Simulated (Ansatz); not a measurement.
**BaLiBr3: relaxing a made-up structure**

This structure for BaLiBr3 is made up. Its elements were placed in a known structure type with a cell scaled to their sizes. What cell does the guess relax to, and how far off was it?

Calculated with Ansatz 0.2.0; DFT, PBE, plane-wave PAW, files of the set soft_1, scalar-relativistic, no spin, cell and ions relaxed at zero pressure; PAW set soft_1, in the first sound run; inputs show where later runs differ.

## (1) Set-up

It takes space group Pm-3m (No. 221, cubic). The conventional cell has a = 5.032 Å, b = 5.032 Å, c = 5.032 Å, α = 90.00°, β = 90.00°, γ = 90.00°. Nearest to Ba lie 12 Br at 3.56 Å. Nearest to Br lie 2 Li at 2.52 Å and 4 Ba at 3.56 Å. Nearest to Li lie 6 Br at 2.52 Å. Farther neighbours and most contacts between anions are not listed.

## (2) Relaxing cell and atoms

The guess takes its coordinates from another compound and its volume from a rule, so the cell and any free coordinates are relaxed together.

Contents of input.yaml:

```yaml
crystal:
  lattice:
    - [5.032, 0.0, 0.0]
    - [0.0, 5.032, 0.0]
    - [0.0, 0.0, 5.032]
  atoms:
    - { symbol: Ba, position: [0.0, 0.0, 0.0] }
    - { symbol: Br, position: [0.5, 0.0, 0.5] }
    - { symbol: Br, position: [0.5, 0.5, 0.0] }
    - { symbol: Br, position: [0.0, 0.5, 0.5] }
    - { symbol: Li, position: [0.5, 0.5, 0.5] }
kpoints:
  mp_grid: { grid: [5, 5, 5] }
scf:
  occupations: { method: fermi_dirac, width: 0.05 }
hamiltonian:
  xc: pbe
  pseudopotentials: { kind: paw, azcp: { folder: soft_1 } }
relax:
  f_tol: 0.015
  max_steps: 70
  cell: {}
output:
  forces: true
  stress: true
```

On the command line:

```bash
> ansatz run input.yaml --threads 4 --pin off --max-ram 8192MiB --backend cpu --events-out ev --progress --plain --runs-dir out
```

Numbers of over 12 decimals in the logs are rounded to 6 here.

The log of the run:

```text
Engine: ansatz 0.2.0, aarch64-unknown-linux-gnu
Pseudopotentials: kind: paw
Pseudopotential: Ba, paw, valence charge 10, recommended cutoff 420 eV (normal), soft_1/Ba.paw.azcp
Pseudopotential: Br, paw, valence charge 7, recommended cutoff 420 eV (normal), soft_1/Br.paw.azcp
Pseudopotential: Li, paw, valence charge 3, recommended cutoff 420 eV (normal), soft_1/Li.paw.azcp
Functional definition: PBE
  parameter kappa = 0.804
  parameter beta = 0.066725
  exchange = pbe_x(kappa = kappa, mu = beta*pi^2/3)
  correlation = pbe_c(beta = beta)
Crystal: 5 atoms, lattice volume = 127.415 Å³
Basis set: ecut = 420 eV, 2517 PW (Γ), exchange–correlation on 72×72×72 points (8 copies of the dense FFT grid, shifted against one another)
Bands: 22, of which v1, the nominal top of the filled ones, is band 17 counted from 1 (16 counted from 0)
Symmetry: 48 space group operations
Space group: Pm-3m (ITA 221), of the structure as read, at distance tolerance 5.0e-5 Å
k-points: 10 of 125
Non-local potential: Ba, projectors of the file, l = 0: 3, l = 1: 2, l = 2: 2, l = 3: 2
Non-local potential: Br, projectors of the file, l = 0: 2, l = 1: 2, l = 2: 2
Non-local potential: Li, projectors of the file, l = 0: 3, l = 1: 2, l = 2: 1
PAW form: soft (Blöchl's): semilocal exchange-correlation on the pseudo side does not see the compensation charge
PAW one-centre angular grid: Ba, 194 points (default); XC on 64 Gauss nodes
PAW one-centre angular grid: Br, 110 points (default); XC on 64 Gauss nodes
PAW one-centre angular grid: Li, 110 points (default); XC on 96 Gauss nodes
Initial density: superposition of atomic densities (chi_scale 0.1, normalization cell, long waves kept (reshape's long-wave potential 0.00 eV rms))
Initial wavefunctions: pseudopotential atomic-orbital guess
Functional: x = pbe(κ = 0.804, μ = 0.219515), c = pbe(β = 0.066725)
SCF iter   1: F=—  HF=-14514.178199 eV  |F-HF|=—  |Δ(HF+E_count)|=         —  Δρ=2.83e-2  dr2=2.29e0  ethr=3.10e-3  ⟨swp⟩=11.3  Hψ=1484  notcnv=0
preconditioner: auto → Resta (q_TF=auto, 2.189 Å⁻¹)  ε∞=3.9  [insulator: Δε(μ)=2.249 eV  Ē_g=10.524 eV  σ=0.050 eV  W_gap=1.00  n_scr=26 (ndim 8)  ℏωp=18.0 eV  f_vac=0.000  D(μ)=0.00/eV (n_scr^D=0)  ε∞_Penn≈3.9]
SCF iter   2: F=—  HF=-14513.395353 eV  |F-HF|=—  |Δ(HF+E_count)|=   7.83e-1  Δρ=1.34e-2  dr2=5.33e-1  ethr=3.10e-3  ⟨swp⟩=3.0  Hψ=508  notcnv=0  defer=8
SCF iter   3: F=—  HF=-14513.180447 eV  |F-HF|=—  |Δ(HF+E_count)|=   2.15e-1  Δρ=3.49e-3  dr2=2.36e-2  ethr=1.57e-3  ⟨swp⟩=3.5  Hψ=487  notcnv=0  defer=8
SCF iter   4: F=—  HF=-14513.181583 eV  |F-HF|=—  |Δ(HF+E_count)|=   1.14e-3  Δρ=6.34e-4  dr2=5.47e-4  ethr=6.95e-5  ⟨swp⟩=2.2  Hψ=396  notcnv=0  defer=8
SCF iter   5: F=—  HF=-14513.182147 eV  |F-HF|=—  |Δ(HF+E_count)|=   5.64e-4  Δρ=9.96e-5  dr2=2.19e-5  ethr=1.61e-6  ⟨swp⟩=2.0  Hψ=357  notcnv=0  defer=8
SCF iter   6: F=—  HF=-14513.182262 eV  |F-HF|=—  |Δ(HF+E_count)|=   1.15e-4  Δρ=2.21e-5  dr2=9.66e-7  ethr=6.44e-8  ⟨swp⟩=2.0  Hψ=390  notcnv=0  defer=8
SCF iter   7: F=-14513.182263 eV  HF=-14513.182263 eV  |F-HF|=9.23e-8  |Δ(HF+E_count)|=   9.62e-7  Δρ=6.41e-6  dr2=6.76e-8  ethr=2.94e-10  ⟨swp⟩=5.0  Hψ=837  notcnv=0
SCF 1 converged in 7 iterations: F = -14513.182263 eV  dr2 = 6.76e-8
  greatest PAW one-centre occupation: 1.000 electrons in one spin orbital (limit 2), on the Li atom at site 4 (counted from 0), in its partial waves of l = 0
relax step   1: F+E_penalty+E_count = -14513.18226326 eV  Δ(F+E_penalty+E_count) = +0.000e0 eV  max|allowed force component| = 5.561e-30 eV/Å  Δτ_max = 0.0000 Å  P = +3.517 GPa  Ω = 127.415 Å³  (7 SCF iters, dr2 threshold 1.00e-7 eV, accepted)
Crystal: 5 atoms, lattice volume = 141.338 Å³
Basis set: ecut = 420 eV, 2777 PW (Γ), exchange–correlation on 72×72×72 points (8 copies of the dense FFT grid, shifted against one another)
Initial density: handed on by an earlier stage of this run
Initial wavefunctions: those handed on with the density
iter 1 solved again at ethr=1.04e-4 eV; its pass at ethr=3.10e-3 eV (dr2=3.54e-2 eV) is discarded
SCF iter   1: F=—  HF=-14513.333948 eV  |F-HF|=—  |Δ(HF+E_count)|=         —  Δρ=2.81e-3  dr2=3.55e-2  ethr=1.04e-4  ⟨swp⟩=1.1  Hψ=1447  notcnv=0
preconditioner: auto → Resta (q_TF=auto, 2.152 Å⁻¹)  ε∞=3.4  [insulator: Δε(μ)=3.802 eV  Ē_g=11.156 eV  σ=0.050 eV  W_gap=1.00  n_scr=26 (ndim 8)  ℏωp=17.1 eV  f_vac=0.001  D(μ)=0.00/eV (n_scr^D=0)  ε∞_Penn≈3.4]
SCF iter   2: F=—  HF=-14513.322762 eV  |F-HF|=—  |Δ(HF+E_count)|=   1.12e-2  Δρ=1.60e-3  dr2=1.04e-2  ethr=1.04e-4  ⟨swp⟩=2.9  Hψ=371  notcnv=0
SCF iter   3: F=—  HF=-14513.319022 eV  |F-HF|=—  |Δ(HF+E_count)|=   3.74e-3  Δρ=4.26e-4  dr2=4.11e-4  ethr=3.07e-5  ⟨swp⟩=2.0  Hψ=390  notcnv=0
SCF iter   4: F=—  HF=-14513.319146 eV  |F-HF|=—  |Δ(HF+E_count)|=   1.24e-4  Δρ=6.29e-5  dr2=5.16e-6  ethr=1.21e-6  ⟨swp⟩=2.4  Hψ=355  notcnv=0
SCF iter   5: F=-14513.319155 eV  HF=-14513.319154 eV  |F-HF|=2.55e-7  |Δ(HF+E_count)|=   8.65e-6  Δρ=8.83e-6  dr2=2.24e-7  ethr=1.47e-9  ⟨swp⟩=4.9  Hψ=860  notcnv=0
SCF 2 converged in 5 iterations: F = -14513.319155 eV  dr2 = 2.24e-7
relax step   2: F+E_penalty+E_count = -14513.31915467 eV  Δ(F+E_penalty+E_count) = -1.369e-1 eV  max|allowed force component| = 2.261e-30 eV/Å  Δτ_max = 0.0000 Å  P = -0.027 GPa  Ω = 141.338 Å³  energy of the carried Pulay correction = -8.404e-4 eV  (5 SCF iters, dr2 threshold 5.00e-7 eV, accepted)
Initial wavefunctions: pseudopotential atomic-orbital guess (no wavefunctions were taken with the density)
iter 1 solved again at ethr=8.41e-9 eV; its pass at ethr=3.10e-3 eV (dr2=2.86e-6 eV) is discarded
SCF iter   1: F=—  HF=-14513.319755 eV  |F-HF|=—  |Δ(HF+E_count)|=         —  Δρ=1.04e-4  dr2=1.01e-6  ethr=8.41e-9  ⟨swp⟩=4.9  Hψ=2243  notcnv=0
preconditioner: auto → Resta (q_TF=auto, 2.152 Å⁻¹)  ε∞=3.4  [insulator: Δε(μ)=3.615 eV  Ē_g=11.035 eV  σ=0.050 eV  W_gap=1.00  n_scr=26 (ndim 8)  ℏωp=17.1 eV  f_vac=0.001  D(μ)=0.00/eV (n_scr^D=0)  ε∞_Penn≈3.4]
SCF iter   2: F=—  HF=-14513.319974 eV  |F-HF|=—  |Δ(HF+E_count)|=   2.20e-4  Δρ=5.35e-5  dr2=3.18e-7  ethr=2.97e-9  ⟨swp⟩=2.0  Hψ=390  notcnv=0
SCF iter   3: F=—  HF=-14513.320029 eV  |F-HF|=—  |Δ(HF+E_count)|=   5.48e-5  Δρ=4.69e-6  dr2=2.35e-8  ethr=9.36e-10  ⟨swp⟩=2.0  Hψ=390  notcnv=0
SCF iter   4: F=—  HF=-14513.320029 eV  |F-HF|=—  |Δ(HF+E_count)|=   2.38e-7  Δρ=1.45e-6  dr2=2.12e-9  ethr=6.90e-11  ⟨swp⟩=2.5  Hψ=350  notcnv=0
SCF iter   5: F=—  HF=-14513.320029 eV  |F-HF|=—  |Δ(HF+E_count)|=   3.41e-8  Δρ=1.94e-7  dr2=7.21e-11  ethr=6.25e-12  ⟨swp⟩=2.0  Hψ=363  notcnv=0
SCF iter   6: F=-14513.320029 eV  HF=-14513.320029 eV  |F-HF|=0.00e0  |Δ(HF+E_count)|=  1.71e-10  Δρ=3.77e-8  dr2=1.67e-12  ethr=1.00e-12  ⟨swp⟩=4.0  Hψ=750  notcnv=0
SCF 3 converged in 6 iterations: F = -14513.320029 eV  dr2 = 1.67e-12
relax step   3: F+E_penalty+E_count = -14513.32002942 eV  Δ(F+E_penalty+E_count) = -8.747e-4 eV  max|allowed force component| = 2.104e-30 eV/Å  Δτ_max = 0.0000 Å  P = -0.024 GPa  Ω = 141.338 Å³  stress off target by 2.41e-2 GPa  SCF on the basis re-selected at this cell (its energy is not comparable with the rows above)  (6 SCF iters)
basis re-selected at this cell: Δ(F+E_penalty+E_count) = -8.747e-4 eV, ΔP = +0.003 GPa vs the last step (what re-selecting the basis moved, of the pressure what is left beyond the Pulay correction that the steps carried, after the strain that the cell walked since its last selection, with what the two solves' SCF thresholds leave and, on support functions, any second-order correction that the steps lacked; it is no m [...]
SCF converged after 6 iterations
Free energy (F): -14513.320029 eV
Harris-Foulkes:  -14513.320029 eV  (|F-HF|=0.00e0)
Internal energy: -14513.320029 eV  (E = F + TS)
E sigma→0 (E₀):  -14513.320029 eV
Fermi energy:    5.979699 eV
--- Per-component energies (eV) ---
  E_band       = -176.405315
  E_kinetic    = 570.809962
  E_local      = -948.103929  (includes V_loc(G=0)·N_el)
  E_nonlocal   = 227.265554
  E_hartree    = 258.231000
  E_xc         = -799.556015
  E_vxc        = -468.400912  (∫ρ·V_xc dr)
  E_paw        = -12159.917705  (= ΣΔE_a)
  E_vpaw       = -74.438228  (= ΣTr[D̂ρ^β])
  E_aug_tail   = 0.000250  (compensation charges beyond the density's cutoff)
  E_ewald      = -1662.049145
  E_smearing   = -0.000000  (= −TS)
  E_closure    = -0.000000  (closes the sum)
  Σ components = -14513.320029   (vs F -14513.320029, Δ=0.00e0)
--- Forces (eV/Å), atoms counted from 1 ---
  atom   1  Ba     0.00000000     0.00000000    -0.00000000
  atom   2  Br     0.00000000     0.00000000    -0.00000000
  atom   3  Br     0.00000000     0.00000000     0.00000000
  atom   4  Br    -0.00000000    -0.00000000     0.00000000
  atom   5  Li    -0.00000000     0.00000000     0.00000000
  max |Σ_I F_I| component: 2.63e-30 eV/Å
--- Stress (GPa, compression-positive) ---
       -0.024141       0.000000       0.000000
        0.000000      -0.024141      -0.000000
        0.000000      -0.000000      -0.024141
  P = ⅓ Tr σ = -0.0241 GPa (-0.241 kbar)
--- Relaxed structure (2 steps of the walk, 2 accepted, 1 SCFs on fresh bases) ---
  F+E_penalty+E_count = -14513.32002942 eV   max|allowed force component| = 2.104e-30 eV/Å   (the final SCF, on the basis selected at the relaxed cell)
  cell:  # Å, volume = 141.3380 Å³
    - [5.208983, 0, 0.0]
    - [0, 5.208983, 0]
    - [0.0, 0, 5.208983]
  atoms:
    - { symbol: Ba, position: [0, 0, 0] }
    - { symbol: Br, position: [0.5, 0, 0.5] }
    - { symbol: Br, position: [0.5, 0.5, 0] }
    - { symbol: Br, position: [0, 0.5, 0.5] }
    - { symbol: Li, position: [0.5, 0.5, 0.5] }
```

The job ended after 3.1 s (4 threads of Arm Neoverse N1, shared host; peak memory 0.42 GiB).

Step by step:

| step | energy less that of the first step (eV) | largest force component (eV/Å) | pressure (GPa) | volume (Å³) |
| --- | --- | --- | --- | --- |
| 1 | 0.0000 | 0.0000 | 3.52 | 127.42 |
| 2 | -0.1369 | 0.0000 | -0.03 | 141.34 |
| 3* | -0.1378 | 0.0000 | -0.02 | 141.34 |

Relaxation steps marked * repeat the geometry before them on a plane-wave basis chosen anew for their cell, so energy and pressure can jump there.

The run keeps the 48 symmetry operations that it works with, so distortions that break them were not tested.

| conventional cell, symmetrised | before | after | change |
| --- | --- | --- | --- |
| a (Å) | 5.032 | 5.209 | +3.5 % |
| b (Å) | 5.032 | 5.209 | +3.5 % |
| c (Å) | 5.032 | 5.209 | +3.5 % |
| volume (Å³/atom) | 25.48 | 28.27 | +10.9 % |

Final coordinates:

```xyz
5
Lattice="5.2090 0.0000 0.0000 0.0000 5.2090 0.0000 0.0000 0.0000 5.2090" Properties=species:S:1:pos:R:3 pbc="T T T"
Ba    0.0000    0.0000    0.0000
Br    2.6045    0.0000    2.6045
Br    2.6045    2.6045    0.0000
Br    0.0000    2.6045    2.6045
Li    2.6045    2.6045    2.6045
```

This step gave:

```
free energy         : -14513.3200 eV
Fermi energy        : 5.980 eV
gap by band count   : 3.615 eV
electrons           : 34
symmetry operations : 48
pressure            : -0.02414 GPa
```

Shortest distances by pair of elements, guess and relaxed (not always the same contact):

| pair | guess (Å) | relaxed (Å) |
| --- | --- | --- |
| Br–Li | 2.516 | 2.604 |
| Ba–Br | 3.558 | 3.683 |
| Br–Br | 3.558 | 3.683 |
| Ba–Li | 4.358 | 4.511 |
| Ba–Ba | 5.032 | 5.209 |

The relaxation ends with a pressure of -0.02 GPa.

## (3) Bands of the relaxed cell

A second self-consistent run takes a narrower smearing and the mesh shown in its input; the bands follow along the standard path of the relaxed lattice.

This step: DFT, PBE, plane-wave PAW, files of the set soft_1, scalar-relativistic, no spin, bands and density of states at the relaxed cell; PAW set soft_1 (Ansatz 0.2.0).

Contents of input.yaml:

```yaml
crystal:
  lattice:
    - [5.2089833837, 0.0, 0.0]
    - [0.0, 5.2089833837, 0.0]
    - [0.0, 0.0, 5.2089833837]
  atoms:
    - { symbol: Ba, position: [0.0, 0.0, 0.0] }
    - { symbol: Br, position: [0.5, 0.0, 0.5] }
    - { symbol: Br, position: [0.5, 0.5, 0.0] }
    - { symbol: Br, position: [0.0, 0.5, 0.5] }
    - { symbol: Li, position: [0.5, 0.5, 0.5] }
kpoints:
  mp_grid: { grid: [6, 6, 6] }
  band_path:
    path:
      - [[0.0, 0.0, 0.0], [0.0, 0.5, 0.0], [0.5, 0.5, 0.0], [0.0, 0.0, 0.0], [0.5, 0.5, 0.5], [0.0, 0.5, 0.0]]
      - [[0.5, 0.5, 0.0], [0.5, 0.5, 0.5]]
    npoints: 13
scf:
  occupations: { method: fermi_dirac, width: 0.03 }
  n_extra_bands: 9
hamiltonian:
  xc: pbe
  pseudopotentials: { kind: paw, azcp: { folder: soft_1 } }
output:
  forces: true
  stress: true
  write_bands: true
  dos: { projected: true }
  write_density: true
  write_potential: true
  elf: true
  volumetric_format: npy
```

The log of the run:

```text
[...]
Crystal: 5 atoms, lattice volume = 141.338 Å³
Basis set: ecut = 420 eV, 2777 PW (Γ), exchange–correlation on 72×72×72 points (8 copies of the dense FFT grid, shifted against one another)
Bands: 26, of which v1, the nominal top of the filled ones, is band 17 counted from 1 (16 counted from 0)
Symmetry: 48 space group operations
[...]
k-points: 20 of 216
[...]
SCF iter   1: F=—  HF=-14514.230114 eV  |F-HF|=—  |Δ(HF+E_count)|=         —  Δρ=2.64e-2  dr2=2.14e0  ethr=3.10e-3  ⟨swp⟩=10.7  Hψ=3509  notcnv=0
[...]
SCF iter   7: F=-14513.320037 eV  HF=-14513.320037 eV  |F-HF|=4.46e-8  |Δ(HF+E_count)|=   1.17e-6  Δρ=4.00e-6  dr2=2.71e-8  ethr=2.94e-10  ⟨swp⟩=19.4  Hψ=4518  notcnv=0
SCF 1 converged in 7 iterations: F = -14513.320037 eV  dr2 = 2.71e-8
[...]
NSCF: frozen V_eff on 80 k-points
SCF converged after 7 iterations
Free energy (F): -14513.320037 eV
[...]
Internal energy: -14513.320037 eV  (E = F + TS)
E sigma→0 (E₀):  -14513.320037 eV
Fermi energy:    5.962196 eV
[...]
--- Stress (GPa, compression-positive) ---
       -0.024076       0.000000       0.000000
        0.000000      -0.024076       0.000000
        0.000000       0.000000      -0.024076
  P = ⅓ Tr σ = -0.0241 GPa (-0.241 kbar)
--- Band table (eV; the first three rows and the last of 20) ---
  k-point 0: bands = [... 13 lower, 3.2599, 4.0613, 4.0613, 4.0613, 7.7004, 7.7004, 7.9477, 8.6544, ... 5 higher]
  k-point 1: bands = [... 13 lower, 3.1692, 3.7519, 3.9654, 3.9654, 7.9358, 8.0620, 8.4153, 8.7142, ... 5 higher]
  k-point 2: bands = [... 13 lower, 2.9946, 3.1313, 3.7781, 3.7781, 8.5239, 8.8404, 8.8485, 9.4493, ... 5 higher]
  k-point 19: bands = [... 13 lower, 4.0557, 4.1770, 4.1770, 4.1770, 8.6361, 8.6361, 8.6361, 9.0906, ... 5 higher]
```

The job ended after 5.8 s (4 threads; peak memory 0.47 GiB; 22 s of CPU time).

This step gave:

* Fermi energy: 5.962 eV
* gap by band count: 3.523 eV
* pressure: -0.02408 GPa
* gap on the k-mesh: 3.523 eV

(Part 1 of 2 ends here.)

[Logs are printed without paths, hosts, clocks, repeated set-up lines and the standing remarks that a program may print on its own settings, such as how far it seeks lower states.]

[Hosts, paths, dates, database ids (printed as entryN), source tags and the programs' standing remarks are cut or masked in the printed files.]
